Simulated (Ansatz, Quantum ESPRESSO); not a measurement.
# Li2BrCl (R-3m): zone-centre phonons, part 2 of 4

Which modes does Li2BrCl (R-3m) have at the zone centre?

Quantum ESPRESSO 7.5; DFT PBE, scalar-relativistic, plane waves, GBRV ultrasoft pseudopotentials.

So far. Step 2 (A first look): A gap of 5.4 eV opens on this mesh, so the crystal is taken as an insulator; the start stands at 0.36 GPa. Step 4 (Ground state): The cell stands at 0.0023 GPa, close enough for phonons. The relaxed cell has a = 3.775, c = 18.461 Å (conventional setting).

The structure was built from a prototype and need not be the compound's stable phase.

## 5. Linear response at Γ

At q = 0 one unit cell holds all displacements; symmetry groups them into irreducible representations that are solved one by one. The response to a field gives ε∞ and the Born charges, which polar modes need.

File ph.in:

```
phonons
&inputph
   prefix = 'x'
   outdir = './tmp'
   fildyn = 'g.dyn'
   tr2_ph = 1.0d-18
   epsil = .true.
/
0.000000000000 0.000000000000 0.000000000000
```

The run is started by

```console
$ OMP_NUM_THREADS=1 mpirun -n 4 ph.x -nk 4 -in ph.in > ph.out
```

The log of the run:

```text
[banners, grids, parts of the stress and lines that vanish by symmetry left out]
[banner, memory and clock lines left out]
Program PHONON v.7.5

     ./tmp/x.save/

     IMPORTANT: XC functional enforced from input :
     Exchange-correlation= PBE
                           (   1   4   3   4   0   0   0)
     Any further DFT definition will be discarded
     Please, verify this is what you really want

     G-vector sticks info

     negative rho (up, down):  1.447E-02 0.000E+00
     Reading collected, re-writing distributed wavefunctions in ./tmp/

     Number and degeneracy of irreps per q-point
       N         xq(1)         xq(2)         xq(3)   N irreps
       1   0.000000000   0.000000000   0.000000000       8
        1   2   1   1   1   2   2   2

     Calculation of q =    0.0000000   0.0000000   0.0000000

     phonons

     bravais-lattice index     =            0
     lattice parameter (alat)  =      12.3369  a.u.
     unit-cell volume          =     512.5728 (a.u.)^3
     number of atoms/cell      =            4
     number of atomic types    =            3
     kinetic-energy cut-off    =      45.0000  Ry
     charge density cut-off    =     270.0000  Ry
     convergence threshold     =      1.0E-18
     beta                      =       0.7000
     number of iterations used =            4
     Exchange-correlation= PBE
                           (   1   4   3   4   0   0   0)

     celldm(1)=   12.33693  celldm(2)=    0.00000  celldm(3)=    0.00000
     celldm(4)=    0.00000  celldm(5)=    0.00000  celldm(6)=    0.00000

     crystal axes: (cart. coord. in units of alat)
               a(1) = (  0.2891  0.1669  0.9426 )
               a(2) = ( -0.2891  0.1669  0.9426 )
               a(3) = (  0.0000 -0.3339  0.9426 )

     reciprocal axes: (cart. coord. in units 2 pi/alat)
               b(1) = (  1.7293  0.9984  0.3536 )
               b(2) = ( -1.7293  0.9984  0.3536 )
               b(3) = (  0.0000 -1.9968  0.3536 )

     Atoms inside the unit cell:

     Cartesian axes

     site n.  atom      mass           positions (alat units)
        1  Li      6.9400   tau(    1) = (    0.00000    0.00000    2.10853  )
        2  Li      6.9400   tau(    2) = (    0.00000    0.00000    0.71934  )
        3  Cl     35.4500   tau(    3) = (    0.00000    0.00000    0.00000  )
        4  Br     79.9040   tau(    4) = (    0.00000    0.00000    1.41393  )

     Computing dynamical matrix for
                    q = (   0.0000000   0.0000000   0.0000000 )

     13 Sym.Ops. (with q -> -q+G )

     G cutoff = 1040.9227  (  38461 G-vectors)     FFT grid: ( 72, 72, 72)
     G cutoff =  693.9484  (  20863 G-vectors)  smooth grid: ( 54, 54, 54)
     number of k points=    32
                       cart. coord. in units 2pi/alat
        k(    1) = (   0.0000000   0.0000000   0.0000000), wk =   0.0092593
        k(    2) = (   0.0000000  -0.3328012   0.0589374), wk =   0.0555556
        k(    3) = (   0.0000000  -0.6656024   0.1178747), wk =   0.0555556
        [... further k-points left out ...]

     PseudoPot. # 1 for Li read from file:
     ./pseudo/Li.upf
     Pseudo is Ultrasoft, Zval =  3.0

     PseudoPot. # 2 for Cl read from file:
     ./pseudo/Cl.upf
     Pseudo is Ultrasoft + core correction, Zval =  7.0

     PseudoPot. # 3 for Br read from file:
     ./pseudo/Br.upf
     Pseudo is Ultrasoft + core correction, Zval =  7.0

     Mode symmetry, D_3d (-3m)  point group:

     Electric field:
     Dielectric constant
     Born effective charges as d Force / d E

     Atomic displacements:
     There are    8 irreducible representations

     Representation     1      1 modes -  To be done

     Representation     2      2 modes -  To be done

     Representation     3      1 modes -  To be done

     Representation     4      1 modes -  To be done

     Representation     5      1 modes -  To be done

     Representation     6      2 modes -  To be done

     Representation     7      2 modes -  To be done

     Representation     8      2 modes -  To be done

     Alpha used in Ewald sum =   2.6000

     negative rho (up, down):  1.447E-02 0.000E+00

     Electric Fields Calculation

      iter #   1   av.it.:   7.5
      thresh= 1.000E-02 alpha_mix =  0.700 |ddv_scf|^2 =  4.144E-08

      [... iterations left out ...]
      iter #  10   av.it.:  16.9
      thresh= 1.212E-10 alpha_mix =  0.700 |ddv_scf|^2 =  3.846E-19

     End of electric fields calculation

          Dielectric constant in cartesian axis

          (       3.212758696      -0.000000000      -0.000000000 )
          (      -0.000000000       3.212758698       0.000000000 )
          (       0.000000000       0.000000000       3.168078095 )

          Effective charges (d Force / dE) in cartesian axis without acoustic sum rule applied (asr)

           atom    1  Li    Mean Z*:        1.21106
      Ex  (        1.20970       -0.00000        0.00000 )
      Ey  (        0.00000        1.20970       -0.00000 )
      Ez  (        0.00000       -0.00000        1.21379 )
           atom    2  Li    Mean Z*:        1.21106
      Ex  (        1.20970       -0.00000       -0.00000 )
      Ey  (        0.00000        1.20970       -0.00000 )
      Ez  (        0.00000       -0.00000        1.21379 )
           atom    3  Cl    Mean Z*:       -1.25509
      Ex  (       -1.24020       -0.00000       -0.00000 )
      Ey  (       -0.00000       -1.24020       -0.00000 )
      Ez  (        0.00000       -0.00000       -1.28486 )
           atom    4  Br    Mean Z*:       -1.18225
      Ex  (       -1.19760        0.00000        0.00000 )
      Ey  (       -0.00000       -1.19760       -0.00000 )
      Ez  (       -0.00000       -0.00000       -1.15156 )

          Effective charges Sum: Mean:       -0.01522
             -0.01840       -0.00000        0.00000
              0.00000       -0.01840       -0.00000
             -0.00000       -0.00000       -0.00885

          Effective charges (d Force / dE) in cartesian axis with asr applied:
           atom    1  Li    Mean Z*:        1.21487
      E*x (        1.21430       -0.00000        0.00000 )
      E*y (        0.00000        1.21430        0.00000 )
      E*z (        0.00000        0.00000        1.21600 )
           atom    2  Li    Mean Z*:        1.21487
      E*x (        1.21430       -0.00000       -0.00000 )
      E*y (        0.00000        1.21430        0.00000 )
      E*z (        0.00000        0.00000        1.21600 )
           atom    3  Cl    Mean Z*:       -1.25129
      E*x (       -1.23560       -0.00000       -0.00000 )
      E*y (       -0.00000       -1.23560       -0.00000 )
      E*z (        0.00000       -0.00000       -1.28265 )
           atom    4  Br    Mean Z*:       -1.17845
      E*x (       -1.19300        0.00000        0.00000 )
      E*y (       -0.00000       -1.19300       -0.00000 )
      E*z (       -0.00000       -0.00000       -1.14935 )

     Representation #   1 mode #   1

     Self-consistent Calculation

      iter #   1   av.it.:   5.9
      thresh= 1.000E-02 alpha_mix =  0.700 |ddv_scf|^2 =  2.528E-07

      [... iterations left out ...]
      iter #   9   av.it.:  13.8
      thresh= 1.146E-09 alpha_mix =  0.700 |ddv_scf|^2 =  5.518E-19

     End of self-consistent calculation

     Convergence has been achieved

     Representation #   2 modes #   2   3

     Self-consistent Calculation

      iter #   1   av.it.:   5.2
      thresh= 1.000E-02 alpha_mix =  0.700 |ddv_scf|^2 =  1.476E-08

      [... iterations left out ...]
      iter #   7   av.it.:  14.1
      thresh= 2.912E-10 alpha_mix =  0.700 |ddv_scf|^2 =  1.009E-19

     End of self-consistent calculation

     Convergence has been achieved

     Representation #   3 mode #   4

     Self-consistent Calculation

      iter #   1   av.it.:   6.9
      thresh= 1.000E-02 alpha_mix =  0.700 |ddv_scf|^2 =  2.591E-06

      [... iterations left out ...]
      iter #  10   av.it.:  14.6
      thresh= 1.245E-10 alpha_mix =  0.700 |ddv_scf|^2 =  5.525E-20

     End of self-consistent calculation

     Convergence has been achieved

     Representation #   4 mode #   5

     Self-consistent Calculation

[...]
[... iterations left out ...]
[...]
End of self-consistent calculation

     Convergence has been achieved

     Representation #   5 mode #   6

     Self-consistent Calculation

[...]
[... iterations left out ...]
[...]
End of self-consistent calculation

     Convergence has been achieved

     Representation #   6 modes #   7   8

     Self-consistent Calculation

[...]
[... iterations left out ...]
[...]
End of self-consistent calculation

     Convergence has been achieved

     Representation #   7 modes #   9  10

     Self-consistent Calculation

      iter #   1   av.it.:   6.3
      thresh= 1.000E-02 alpha_mix =  0.700 |ddv_scf|^2 =  2.923E-08

      [... iterations left out ...]
      iter #   8   av.it.:  15.7
      thresh= 4.879E-10 alpha_mix =  0.700 |ddv_scf|^2 =  1.358E-19

     End of self-consistent calculation

     Convergence has been achieved

     Representation #   8 modes #  11  12

     Self-consistent Calculation

      iter #   1   av.it.:   5.1
      thresh= 1.000E-02 alpha_mix =  0.700 |ddv_scf|^2 =  1.483E-08

      [... iterations left out ...]
      iter #   8   av.it.:  16.2
      thresh= 9.477E-10 alpha_mix =  0.700 |ddv_scf|^2 =  4.178E-19

     End of self-consistent calculation

     Convergence has been achieved

     Number of q in the star =    1
     List of q in the star:
          1   0.000000000   0.000000000   0.000000000

          Dielectric constant in cartesian axis

          (       3.212758696      -0.000000000      -0.000000000 )
          (      -0.000000000       3.212758698       0.000000000 )
          (       0.000000000       0.000000000       3.168078095 )

          Effective charges (d Force / dE) in cartesian axis without acoustic sum rule applied (asr)

           atom    1  Li    Mean Z*:        1.21106
      Ex  (        1.20970       -0.00000        0.00000 )
      Ey  (        0.00000        1.20970       -0.00000 )
      Ez  (        0.00000       -0.00000        1.21379 )
           atom    2  Li    Mean Z*:        1.21106
      Ex  (        1.20970       -0.00000       -0.00000 )
      Ey  (        0.00000        1.20970       -0.00000 )
      Ez  (        0.00000       -0.00000        1.21379 )
           atom    3  Cl    Mean Z*:       -1.25509
      Ex  (       -1.24020       -0.00000       -0.00000 )
      Ey  (       -0.00000       -1.24020       -0.00000 )
      Ez  (        0.00000       -0.00000       -1.28486 )
           atom    4  Br    Mean Z*:       -1.18225
      Ex  (       -1.19760        0.00000        0.00000 )
      Ey  (       -0.00000       -1.19760       -0.00000 )
      Ez  (       -0.00000       -0.00000       -1.15156 )

          Effective charges Sum: Mean:       -0.01522
             -0.01840       -0.00000        0.00000
              0.00000       -0.01840       -0.00000
             -0.00000       -0.00000       -0.00885

          Effective charges (d Force / dE) in cartesian axis with asr applied:
           atom    1  Li    Mean Z*:        1.21487
      E*x (        1.21430       -0.00000        0.00000 )
      E*y (        0.00000        1.21430        0.00000 )
      E*z (        0.00000        0.00000        1.21600 )
           atom    2  Li    Mean Z*:        1.21487
      E*x (        1.21430       -0.00000       -0.00000 )
      E*y (        0.00000        1.21430        0.00000 )
      E*z (        0.00000        0.00000        1.21600 )
           atom    3  Cl    Mean Z*:       -1.25129
      E*x (       -1.23560       -0.00000       -0.00000 )
      E*y (       -0.00000       -1.23560       -0.00000 )
      E*z (        0.00000       -0.00000       -1.28265 )
           atom    4  Br    Mean Z*:       -1.17845
      E*x (       -1.19300        0.00000        0.00000 )
      E*y (       -0.00000       -1.19300       -0.00000 )
      E*z (       -0.00000       -0.00000       -1.14935 )

     Diagonalizing the dynamical matrix

     q = (    0.000000000   0.000000000   0.000000000 )

 **************************************************************************
     freq (    1) =      -0.083677 [THz] =      -2.791158 [cm-1]
     freq (    2) =      -0.083677 [THz] =      -2.791158 [cm-1]
     freq (    3) =       0.026341 [THz] =       0.878641 [cm-1]
     freq (    4) =       2.386983 [THz] =      79.621178 [cm-1]
     freq (    5) =       2.386983 [THz] =      79.621178 [cm-1]
     freq (    6) =       4.434583 [THz] =     147.921752 [cm-1]
     freq (    7) =       4.434583 [THz] =     147.921753 [cm-1]
     freq (    8) =       4.495951 [THz] =     149.968772 [cm-1]
     freq (    9) =       4.899903 [THz] =     163.443177 [cm-1]
     freq (   10) =       5.263965 [THz] =     175.586985 [cm-1]
     freq (   11) =       5.263965 [THz] =     175.586985 [cm-1]
     freq (   12) =      10.943138 [THz] =     365.023800 [cm-1]
 **************************************************************************

     Mode symmetry, D_3d (-3m)  point group:

     freq (   1-   2) =         -2.8  [cm-1]   --> E_u  L_3'       I
     freq (   3-   3) =          0.9  [cm-1]   --> A_2u L_2'       I
     freq (   4-   5) =         79.6  [cm-1]   --> E_u  L_3'       I
     freq (   6-   7) =        147.9  [cm-1]   --> E_u  L_3'       I
     freq (   8-   8) =        150.0  [cm-1]   --> A_2u L_2'       I
     freq (   9-   9) =        163.4  [cm-1]   --> A_2u L_2'       I
     freq (  10-  11) =        175.6  [cm-1]   --> E_g  L_3        R
     freq (  12-  12) =        365.0  [cm-1]   --> A_1g L_1        R
```

The job ended after 11 min (4 MPI ranks of Arm Neoverse V2, shared host; 43 min of CPU time).

This step gave:

* miss of the charge sum rule: 0.01840 e
* largest acoustic frequency at the zone centre before the sum rule: -2.79 cm⁻¹
* highest optical zone-centre mode (no LO-TO term): 365.0 cm⁻¹
* lowest optical zone-centre mode: 79.62 cm⁻¹
* mean high-frequency dielectric constant: 3.198
* largest Born charge in size (third of the trace): 1.255 e

Born charge (rows field, columns displacement), before the sum rule (e), principal values of the symmetric part by kind of site:

```
atom  atoms with these values    low  middle   high   mean
 Li1                        2   1.21    1.21   1.21   1.21
 Cl3                        1  -1.28   -1.24  -1.24  -1.26
 Br4                        1  -1.20   -1.20  -1.15  -1.18
```

In full for Br4:

```
-1.20  0.00  0.00
 0.00 -1.20  0.00
 0.00  0.00 -1.15
```

High-frequency dielectric tensor:

```
3.21 0.00 0.00
0.00 3.21 0.00
0.00 0.00 3.17
```

The acoustic modes at Γ come out as far as 2.8 cm⁻¹ from zero, where they should vanish, a small numerical error; the Born charges miss their sum rule by 0.018 e, which is good.

## 6. Zone-centre analysis

A rigid shift of the crystal must cost nothing, but grids and finite bases break this; the acoustic sum rule is imposed before the matrix is diagonalised again. With Born charges the intensities follow, and the static dielectric tensor.

File dynmat.in:

```
&input
   fildyn = 'g.dyn'
   asr = 'crystal'
   fileig = 'dynmat.eig'
   lperm = .true.
/
```

The run is started by

```console
$ dynmat.x -in dynmat.in > dynmat.out
```

The log of the run:

```text
[banner, memory and clock lines left out]
Program DYNMAT v.7.5

     Reading Dynamical Matrix from file g.dyn
     ...Force constants read
     ...epsilon and Z* read
     Acoustic Sum Rule: || Z*(ASR) - Z*(orig)|| =    1.374221E-02
     Acoustic Sum Rule: ||dyn(ASR) - dyn(orig)||=    5.092862E-05
     A direction for q was not specified:TO-LO splitting will be absent

     Polarizability (A^3 units)
     multiply by 0.577160 for Clausius-Mossotti correction
        13.374673   -0.000000    0.000000
        -0.000000   13.374673    0.000000
        -0.000000    0.000000   13.104608

     IR activities are in (D/A)^2/amu units

# mode   [cm-1]    [THz]      IR
    1     -0.00   -0.0000    0.0000
    2     -0.00   -0.0000    0.0000
    3      0.00    0.0000    0.0000
    4     79.62    2.3870    0.1878
    5     79.62    2.3870    0.1878
    6    148.00    4.4370   11.0206
    7    148.00    4.4370   11.0206
    8    149.84    4.4919    9.2633
    9    163.43    4.8996    2.0200
   10    175.59    5.2640    0.0000
   11    175.59    5.2640    0.0000
   12    365.02   10.9431    0.0000

Electronic dielectric permittivity tensor (relative, adimensional)
         3.212759   -0.000000    0.000000
        -0.000000    3.212759    0.000000
        -0.000000    0.000000    3.168078

 ... with zone-center polar mode contributions
        18.172031   -0.000000    0.000000
        -0.000000   18.172032    0.000000
         0.000000    0.000000   16.877617

[end of the log left out, with the tail of the file of modes that dynmat.x writes under the same name]
```

It took 0.48 s on 1 thread.

This step gave:

```
mean static dielectric constant : 17.74
```

Unit eigenvectors of the mass-weighted matrix after the sum rule; no LO-TO term. Modes at Γ, with each element's share of the kinetic energy:

```
mode  frequency (cm⁻¹)  Li %  Cl %  Br %
   1               0.0    11    27    62
   2               0.0    11    27    62
   3               0.0    11    27    62
   4              79.6     0    69    31
   5              79.6     0    69    31
   6             148.0    89     4     7
   7             148.0    89     4     7
   8             149.8    82     0    17
   9             163.4     7    72    21
  10             175.6   100     0     0
  11             175.6   100     0     0
  12             365.0   100     0     0
```

Displacements in mode 5 (79.6 cm⁻¹), the largest set to 1:
```
Li1  0.02 -0.01  0.00
Li2  0.02 -0.01  0.00
Cl3  1.00 -0.23  0.00
Br4 -0.45  0.11  0.00
```

Displacements in mode 12 (365.0 cm⁻¹), the largest set to 1:
```
Li1  0.00  0.00  1.00
Li2  0.00  0.00 -1.00
Cl3  0.00  0.00  0.00
Br4  0.00  0.00  0.00
```

Degenerate modes summed, no LO-TO term. Lines of the infrared spectrum (strongest = 100):

```
position (cm⁻¹)  lines merged  IR intensity, relative
             80             2                     1.7
            148             2                     100
            150             1                      42
            163             1                     9.2
            176             2                     0.0
            365             1                     0.0
```

Static dielectric tensor (ions relaxed, fixed cell):

```
18.17  0.00  0.00
 0.00 18.17  0.00
 0.00  0.00 16.88
```

The rule moves no optical mode by more than 0.2 cm⁻¹.

## 7. Sum rules set otherwise: a sum rule for molecules or wires on a crystal

This rule also removes rotations, which suits wires and not a crystal; it is tried to see the harm.

File dynmat.in:

```
&input
   fildyn = 'g.dyn'
   asr = 'one-dim'
   fileig = 'dynmat.eig'
   lperm = .true.
/
```

The run is started by

```console
$ dynmat.x -in dynmat.in > dynmat.out
```

The log of the run:

```text
[banner, memory and clock lines left out]
Program DYNMAT v.7.5

     Reading Dynamical Matrix from file g.dyn
     ...Force constants read
     ...epsilon and Z* read
asr rotation axis in 1D system=    3
     Acoustic Sum Rule: || Z*(ASR) - Z*(orig)|| =    1.374221E-02
     Acoustic Sum Rule: ||dyn(ASR) - dyn(orig)||=    5.092862E-05
     A direction for q was not specified:TO-LO splitting will be absent

     Polarizability (A^3 units)
     multiply by 0.577160 for Clausius-Mossotti correction
        13.374673   -0.000000    0.000000
        -0.000000   13.374673    0.000000
        -0.000000    0.000000   13.104608

     IR activities are in (D/A)^2/amu units

# mode   [cm-1]    [THz]      IR
    1     -0.00   -0.0000    0.0000
    2     -0.00   -0.0000    0.0000
    3      0.00    0.0000    0.0000
    4     79.62    2.3870    0.1878
    5     79.62    2.3870    0.1878
    6    148.00    4.4370   11.0206
    7    148.00    4.4370   11.0206
    8    149.84    4.4919    9.2633
    9    163.43    4.8996    2.0200
   10    175.59    5.2640    0.0000
   11    175.59    5.2640    0.0000
   12    365.02   10.9431    0.0000

Electronic dielectric permittivity tensor (relative, adimensional)
         3.212759   -0.000000    0.000000
        -0.000000    3.212759    0.000000
        -0.000000    0.000000    3.168078

 ... with zone-center polar mode contributions
        18.172031   -0.000000    0.000000
        -0.000000   18.172032    0.000000
         0.000000    0.000000   16.877617

[end of the log left out, with the tail of the file of modes that dynmat.x writes under the same name]
```

Wall time 0.47 s (1 thread).

The run ended normally, but on settings that are not sound.

The fault: a sum rule for molecules or wires on a crystal; here no optical mode moves by more than 0.1 cm⁻¹.

Zone-centre frequencies as printed; negative means imaginary. Modes:

```
mode  frequency (cm⁻¹)
   1                 0
   2                 0
   3                 0
   4             79.62
   5             79.62
   6               148
   7               148
   8             149.8
   9             163.4
  10             175.6
  11             175.6
  12               365
```

(Part 2 of 4 ends here.)

[Host names and launcher messages were left out of these logs when they were recorded.]

[Logs are printed without paths, hosts, clocks, repeated set-up lines and the standing remarks that a program may print on its own settings, such as how far it seeks lower states.]

[Hosts, paths, dates, database ids (printed as entryN), source tags and the programs' standing remarks are cut or masked in the printed files.]
